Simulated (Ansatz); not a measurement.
# AlIn (hypothetical, Fm-3m): thermal expansion from first principles

Aim: the lattice, expansion, heat capacity and bulk modulus of AlIn (hypothetical) as it warms. The crystal structure is hypothetical: it was made by swapping elements on a known structure type.

Program: Ansatz 0.2.0. Level of theory: DFT PBE, scalar-relativistic, plane waves, PAW. Results are calculated unless marked as measured.

### Step 1. The structure

It takes space group Fm-3m (No. 225, cubic). The conventional cell has a = 5.182 Å, b = 5.182 Å, c = 5.182 Å, α = 90.00°, β = 90.00°, γ = 90.00°. Al has 6 In at 2.59 Å nearest. Nearest to In lie 6 Al at 2.59 Å. Farther neighbours are not listed.

### Step 2. Probe on a coarse mesh

A cheap single point shows whether the cell is a metal or an insulator and how far it is from rest; that sets the k-mesh and the occupations of what follows.

input.yaml reads:

```yaml
crystal:
  lattice:
    - [0.0, 2.59081, 2.59081]
    - [2.59081, 0.0, 2.59081]
    - [2.59081, 2.59081, 0.0]
  atoms:
    - { symbol: Al, position: [0.5, 0.5, 0.5] }
    - { symbol: In, position: [0.0, 0.0, 0.0] }
kpoints:
  mp_grid: { grid: [6, 6, 6] }
hamiltonian:
  xc: pbe
scf:
  occupations: { method: gaussian, width: 0.1 }
output:
  forces: true
  stress: true
  eigenvalues: true
```

Run with:

```
ansatz run input.yaml --threads 4 --pin off --max-ram 8192MiB --backend cpu --events-out ev --progress --plain --runs-dir out
```

Numbers of over 12 decimals in the logs are rounded to 6 here.

What it wrote:

```text
Engine: ansatz 0.2.0, aarch64-unknown-linux-gnu
Pseudopotentials: kind: paw
Pseudopotential: Al, paw, valence charge 3, recommended cutoff 420 eV (normal), Al.paw.azcp
Pseudopotential: In, paw, valence charge 13, recommended cutoff 420 eV (normal), In.paw.azcp
Functional definition: PBE
  parameter kappa = 0.804
  parameter beta = 0.066725
  exchange = pbe_x(kappa = kappa, mu = beta*pi^2/3)
  correlation = pbe_c(beta = beta)
Crystal: 2 atoms, lattice volume = 34.781 Å³
Basis set: ecut = 420 eV, 645 PW (Γ), exchange–correlation on 50×50×50 points (8 copies of the dense FFT grid, shifted against one another)
Bands: 12, of which v1, the nominal top of the filled ones, is band 8 counted from 1 (7 counted from 0)
Symmetry: 48 space group operations
Space group: Fm-3m (ITA 225), of the structure as read, at distance tolerance 3.3e-5 Å
k-points: 16 of 216
Non-local potential: Al, projectors of the file, l = 0: 2, l = 1: 2, l = 2: 1
Non-local potential: In, projectors of the file, l = 0: 2, l = 1: 2, l = 2: 2, l = 3: 2
PAW form: soft (Blöchl's): semilocal exchange-correlation on the pseudo side does not see the compensation charge
PAW one-centre angular grid: Al, 110 points (default); XC on 64 Gauss nodes
PAW one-centre angular grid: In, 590 points (default); XC on 64 Gauss nodes
Initial density: superposition of atomic densities (neutral atoms: chi_scale 0, normalization atom), corrected by the library's trained network
Initial wavefunctions: pseudopotential atomic-orbital guess
Functional: x = pbe(κ = 0.804, μ = 0.219515), c = pbe(β = 0.066725)
SCF iter   1: F=—  HF=-6133.745862 eV  |F-HF|=—  |Δ(HF+E_count)|=         —  Δρ=2.27e-3  dr2=1.18e-3  ethr=1.77e-3  ⟨swp⟩=5.2  Hψ=1190  notcnv=0
preconditioner: auto → none  [insulator: Δε(μ)=0.401 eV  Ē_g=15.910 eV  σ=0.100 eV  W_gap=0.78  n_scr=8 (ndim 8)  ℏωp=25.2 eV  f_vac=0.000  D(μ)=0.58/eV (n_scr^D=0)  ε∞_Penn≈3.5]
SCF iter   2: F=—  HF=-6133.744520 eV  |F-HF|=—  |Δ(HF+E_count)|=   1.34e-3  Δρ=9.81e-4  dr2=3.71e-4  ethr=7.39e-6  ⟨swp⟩=2.6  Hψ=414  notcnv=0
SCF iter   3: F=—  HF=-6133.744607 eV  |F-HF|=—  |Δ(HF+E_count)|=   8.68e-5  Δρ=1.24e-3  dr2=4.49e-4  ethr=2.32e-6  ⟨swp⟩=2.0  Hψ=309  notcnv=0  defer=3
SCF iter   4: F=—  HF=-6133.744424 eV  |F-HF|=—  |Δ(HF+E_count)|=   1.83e-4  Δρ=4.02e-4  dr2=4.65e-5  ethr=2.32e-6  ⟨swp⟩=2.5  Hψ=313  notcnv=0  defer=3
SCF iter   5: F=—  HF=-6133.744388 eV  |F-HF|=—  |Δ(HF+E_count)|=   3.61e-5  Δρ=1.13e-5  dr2=2.48e-8  ethr=2.91e-7  ⟨swp⟩=2.1  Hψ=291  notcnv=0  defer=3
SCF iter   6: F=-6133.744388 eV  HF=-6133.744388 eV  |F-HF|=3.31e-8  |Δ(HF+E_count)|=   5.52e-8  Δρ=1.11e-5  dr2=3.40e-8  ethr=1.55e-10  ⟨swp⟩=3.4  Hψ=835  notcnv=0
SCF 1 converged in 6 iterations: F = -6133.744388 eV  dr2 = 3.40e-8
  greatest PAW one-centre occupation: 0.979 electrons in one spin orbital (limit 2), on the In atom at site 1 (counted from 0), in its partial waves of l = 2
SCF converged after 6 iterations
Free energy (F): -6133.744388 eV
Harris-Foulkes:  -6133.744388 eV  (|F-HF|=3.31e-8)
Internal energy: -6133.741491 eV  (E = F + TS)
E sigma→0 (E₀):  -6133.742939 eV
Entropy (-TS):   -0.002897 eV (-1.448 meV/atom)
Fermi energy:    11.820614 eV
--- Per-component energies (eV) ---
  E_band       = 16.374666
  E_kinetic    = 272.269917
  E_local      = -1107.862780  (includes V_loc(G=0)·N_el)
  E_nonlocal   = 377.338642
  E_hartree    = 455.995841
  E_xc         = -259.006081
  E_vxc        = -133.462134  (∫ρ·V_xc dr)
  E_paw        = -4620.398843  (= ΣΔE_a)
  E_vpaw       = -303.908473  (= ΣTr[D̂ρ^β])
  E_aug_tail   = 0.000022  (compensation charges beyond the density's cutoff)
  E_ewald      = -1252.078209
  E_smearing   = -0.002897  (= −TS)
  E_closure    = -0.000000  (closes the sum)
  Σ components = -6133.744388   (vs F -6133.744388, Δ=0.00e0)
--- Forces (eV/Å), atoms counted from 1 ---
  atom   1  Al     0.00000000    -0.00000000    -0.00000000
  atom   2  In    -0.00000000     0.00000000     0.00000000
  max |Σ_I F_I| component: 2.79e-31 eV/Å
--- Stress (GPa, compression-positive) ---
       31.811437      -0.000000       0.000000
        0.000000      31.811437      -0.000000
        0.000000      -0.000000      31.811437
  P = ⅓ Tr σ = 31.8114 GPa (318.114 kbar)
--- Band table (eV; the first three rows and the last of 16) ---
  k-point 0: bands = [... 4 lower, -2.8619, 0.3869, 15.1431, 15.1431, 15.1431, 19.1126, 19.1126, 19.1126]
  k-point 1: bands = [... 4 lower, -2.8273, 0.8788, 12.2469, 14.9508, 14.9508, 18.2407, 19.3213, 19.3213]
  k-point 2: bands = [... 4 lower, -2.7457, 2.3726, 8.2314, 14.8693, 14.8693, 17.2121, 17.2121, 17.5640]
  k-point 15: bands = [... 4 lower, -2.6386, 6.6073, 7.3979, 8.6832, 9.2684, 16.2074, 17.5822, 21.4372]
```

Wall time 0.26 s (4 threads of Arm Neoverse V2, shared host); peak memory 0.27 GiB; 0.65 s of CPU time.

The column dr2 measures how far the density is from self-consistency, as an energy; F and HF (Harris–Foulkes) agree once it is small.

Numbers from this step:

```yaml
pressure: 31.81 GPa
volume_per_atom: 17.39 Å³
gap_on_the_k_mesh: 0 eV
```

The start is under 32 GPa at this level and looks like a metal on this mesh.

### Step 3. A loose first relaxation

The start is far from rest, so a relaxation with loose thresholds first brings it near the minimum.

input.yaml: that of step 2 with these lines changed.

```diff
@@ -18 +18,6 @@
   eigenvalues: true
+relax:
+  adjacent_minimum: "off"
+  f_tol: 0.05
+  max_steps: 80
+  cell: { stress_tol: 0.5 }
```

What it wrote:

```text
[...]
Crystal: 2 atoms, lattice volume = 34.781 Å³
Basis set: ecut = 420 eV, 645 PW (Γ), exchange–correlation on 50×50×50 points (8 copies of the dense FFT grid, shifted against one another)
Bands: 12, of which v1, the nominal top of the filled ones, is band 8 counted from 1 (7 counted from 0)
Symmetry: 48 space group operations
[...]
k-points: 16 of 216
[...]
SCF iter   1: F=—  HF=-6133.745862 eV  |F-HF|=—  |Δ(HF+E_count)|=         —  Δρ=2.27e-3  dr2=1.18e-3  ethr=1.77e-3  ⟨swp⟩=5.2  Hψ=1190  notcnv=0
[...]
SCF iter   6: F=-6133.744388 eV  HF=-6133.744388 eV  |F-HF|=3.31e-8  |Δ(HF+E_count)|=   5.52e-8  Δρ=1.11e-5  dr2=3.40e-8  ethr=1.55e-10  ⟨swp⟩=3.4  Hψ=835  notcnv=0
SCF 1 converged in 6 iterations: F = -6133.744388 eV  dr2 = 3.40e-8
[...]
relax step   1: F+E_penalty+E_count = -6133.74438775 eV  Δ(F+E_penalty+E_count) = +0.000e0 eV  max|allowed force component| = 9.203e-31 eV/Å  Δτ_max = 0.0000 Å  P = +31.811 GPa  Ω = 34.781 Å³  (6 SCF iters, dr2 threshold 1.00e-7 eV, accepted)
Crystal: 2 atoms, lattice volume = 40.119 Å³
Basis set: ecut = 420 eV, 749 PW (Γ), exchange–correlation on 50×50×50 points (8 copies of the dense FFT grid, shifted against one another)
[...]
iter 1 solved again at ethr=1.29e-4 eV; its pass at ethr=3.10e-3 eV (dr2=2.07e-2 eV) is discarded
[...]
SCF iter   6: F=-6134.445172 eV  HF=-6134.445172 eV  |F-HF|=9.73e-11  |Δ(HF+E_count)|=   1.31e-8  Δρ=6.99e-7  dr2=2.37e-10  ethr=2.32e-10  ⟨swp⟩=1.8  Hψ=622  notcnv=0
SCF 2 converged in 6 iterations: F = -6134.445172 eV  dr2 = 2.37e-10
relax step   2: F+E_penalty+E_count = -6134.44517215 eV  Δ(F+E_penalty+E_count) = -7.008e-1 eV  max|allowed force component| = 5.916e-31 eV/Å  Δτ_max = 0.0000 Å  P = +12.759 GPa  Ω = 40.119 Å³  energy of the carried Pulay correction = -2.175e-3 eV  (6 SCF iters, dr2 threshold 2.00e-7 eV, accepted)
Crystal: 2 atoms, lattice volume = 44.700 Å³
Basis set: ecut = 420 eV, 893 PW (Γ), exchange–correlation on 50×50×50 points (8 copies of the dense FFT grid, shifted against one another)
[...]
SCF iter   5: F=-6134.675644 eV  HF=-6134.675644 eV  |F-HF|=2.91e-8  |Δ(HF+E_count)|=   8.73e-9  Δρ=1.65e-5  dr2=1.14e-7  ethr=1.25e-9  ⟨swp⟩=5.9  Hψ=909  notcnv=0
SCF 3 converged in 5 iterations: F = -6134.675644 eV  dr2 = 1.14e-7
[...]
relax step   3: F+E_penalty+E_count = -6134.67564408 eV  Δ(F+E_penalty+E_count) = -2.305e-1 eV  max|allowed force component| = 2.202e-30 eV/Å  Δτ_max = 0.0000 Å  P = +4.368 GPa  Ω = 44.700 Å³  energy of the carried Pulay correction = -3.811e-3 eV  (5 SCF iters, dr2 threshold 2.00e-7 eV, accepted)
[...]
relax step   4: F+E_penalty+E_count = -6134.72600141 eV  Δ(F+E_penalty+E_count) = -5.036e-2 eV  max|allowed force component| = 3.205e-31 eV/Å  Δτ_max = 0.0000 Å  P = +0.078 GPa  Ω = 48.481 Å³  energy of the carried Pulay correction = -5.028e-3 eV  (5 SCF iters, dr2 threshold 2.00e-7 eV, accepted)
[...]
relax step   5: F+E_penalty+E_count = -6134.73960153 eV  Δ(F+E_penalty+E_count) = -1.360e-2 eV  max|allowed force component| = 4.930e-31 eV/Å  Δτ_max = 0.0000 Å  P = +0.504 GPa  Ω = 48.481 Å³  stress off target by 5.04e-1 GPa  SCF on the basis re-selected at this cell (its energy is not comparable with the rows above)  (5 SCF iters)
[...]
relax step   6: F+E_penalty+E_count = -6134.74033401 eV  Δ(F+E_penalty+E_count) = -7.325e-4 eV  max|allowed force component| = 2.958e-30 eV/Å  Δτ_max = 0.0000 Å  P = +0.003 GPa  Ω = 49.050 Å³  energy of the carried Pulay correction = -1.575e-4 eV  (4 SCF iters, dr2 threshold 2.00e-7 eV, accepted)
[...]
SCF iter   1: F=—  HF=-6134.740513 eV  |F-HF|=—  |Δ(HF+E_count)|=         —  Δρ=2.12e-5  dr2=4.21e-8  ethr=4.13e-7  ⟨swp⟩=2.3  Hψ=1688  notcnv=0
eigensolver tolerance schedule: the retry pair's looser diagonalisation over-reported the residual by 1566.56 of it (diagonalisation noise at 0.26 of the residual, at the tolerance the schedule requests for it); recorded, not acted on — ethr = c·dr2/N_el stays at c = 1.0e-1
[...]
SCF iter   2: F=—  HF=-6134.740509 eV  |F-HF|=—  |Δ(HF+E_count)|=   3.61e-6  Δρ=9.12e-6  dr2=8.06e-9  ethr=2.63e-10  ⟨swp⟩=2.2  Hψ=327  notcnv=0
SCF iter   3: F=-6134.740509 eV  HF=-6134.740509 eV  |F-HF|=1.05e-8  |Δ(HF+E_count)|=   7.47e-8  Δρ=3.30e-6  dr2=9.02e-10  ethr=1.25e-11  ⟨swp⟩=6.0  Hψ=912  notcnv=0
SCF 7 converged in 3 iterations: F = -6134.740509 eV  dr2 = 9.02e-10
relax step   7: F+E_penalty+E_count = -6134.74050947 eV  Δ(F+E_penalty+E_count) = -1.755e-4 eV  max|allowed force component| = 2.038e-30 eV/Å  Δτ_max = 0.0000 Å  P = +0.001 GPa  Ω = 49.050 Å³  stress off target by 1.11e-3 GPa  SCF on the basis re-selected at this cell (its energy is not comparable with the rows above)  (3 SCF iters)
[...]
SCF converged after 3 iterations
Free energy (F): -6134.740509 eV
[...]
Internal energy: -6134.732910 eV  (E = F + TS)
E sigma→0 (E₀):  -6134.736710 eV
Entropy (-TS):   -0.007599 eV (-3.800 meV/atom)
Fermi energy:    7.386872 eV
[...]
--- Stress (GPa, compression-positive) ---
        0.001112       0.000000       0.000000
        0.000000       0.001112      -0.000000
        0.000000      -0.000000       0.001112
  P = ⅓ Tr σ = 0.0011 GPa (0.011 kbar)
--- Band table (eV; the first three rows and the last of 16) ---
  k-point 0: bands = [... 4 lower, -6.8735, -1.7252, 9.8011, 9.8011, 9.8011, 11.9367, 13.9177, 13.9177]
  k-point 1: bands = [... 4 lower, -6.8623, -1.3480, 7.3441, 9.7232, 9.7232, 12.4162, 13.4831, 13.4831]
  k-point 2: bands = [... 4 lower, -6.8361, -0.2150, 4.2487, 9.7959, 9.7959, 11.6380, 11.6380, 11.9553]
  k-point 15: bands = [... 4 lower, -6.7980, 2.6147, 4.2472, 4.3198, 5.6808, 10.1991, 12.7203, 14.5011]
--- Relaxed structure (5 steps of the walk, 5 accepted, 2 SCFs on fresh bases) ---
  F+E_penalty+E_count = -6134.74050947 eV   max|allowed force component| = 2.038e-30 eV/Å   (the final SCF, on the basis selected at the relaxed cell)
  cell:  # Å, volume = 49.0498 Å³
    - [0, 2.905376, 2.905376]
    - [2.905376, 0, 2.905376]
    - [2.905376, 2.905376, 0]
  atoms:
    - { symbol: Al, position: [0.500000, 0.500000, 0.500000] }
    - { symbol: In, position: [0, 0, 0] }
```

Elapsed: 1.6 s, on 4 threads; peak memory 0.3 GiB; 4.6 s of CPU time.

Step by step:

```
step  energy less that of the first step (eV)  largest force component (eV/Å)  pressure (GPa)  volume (Å³)
   1                                   0.0000                          0.0000           31.81        34.78
   2                                  -0.7008                          0.0000           12.76        40.12
   3                                  -0.9313                          0.0000            4.37        44.70
   4                                  -0.9816                          0.0000            0.08        48.48
  5*                                  -0.9952                          0.0000            0.50        48.48
   6                                  -0.9959                          0.0000            0.00        49.05
  7*                                  -0.9961                          0.0000            0.00        49.05
```

Relaxation steps marked * repeat the geometry before them on a plane-wave basis chosen anew for their cell, so energy and pressure can jump there.

Forces are held to the 48 operations that the run works with; a distortion that breaks them can't arise in this run.

```
     cell as run  before  after   change
           a (Å)   3.664  4.109  +12.1 %
           b (Å)   3.664  4.109  +12.1 %
           c (Å)   3.664  4.109  +12.1 %
volume (Å³/atom)   17.39  24.52  +41.0 %
```

The relaxed structure:

```xyz
2
Lattice="0.0000 2.9054 2.9054 2.9054 0.0000 2.9054 2.9054 2.9054 0.0000" Properties=species:S:1:pos:R:3 pbc="T T T"
Al    2.9054    2.9054    2.9054
In    0.0000    0.0000    0.0000
```

Numbers from this step:

* pressure: 0.001112 GPa
* volume per atom: 24.52 Å³

The relaxation ends with a pressure of 0.00 GPa.

[end of part 1 of 4]

[Logs are printed without paths, hosts, clocks, repeated set-up lines and the standing remarks that a program may print on its own settings, such as how far it seeks lower states.]

[Hosts, paths, dates, database ids (printed as entryN), source tags and the programs' standing remarks are cut or masked in the printed files.]

[A step with changed settings may run another functional than the one named; its input shows which.]
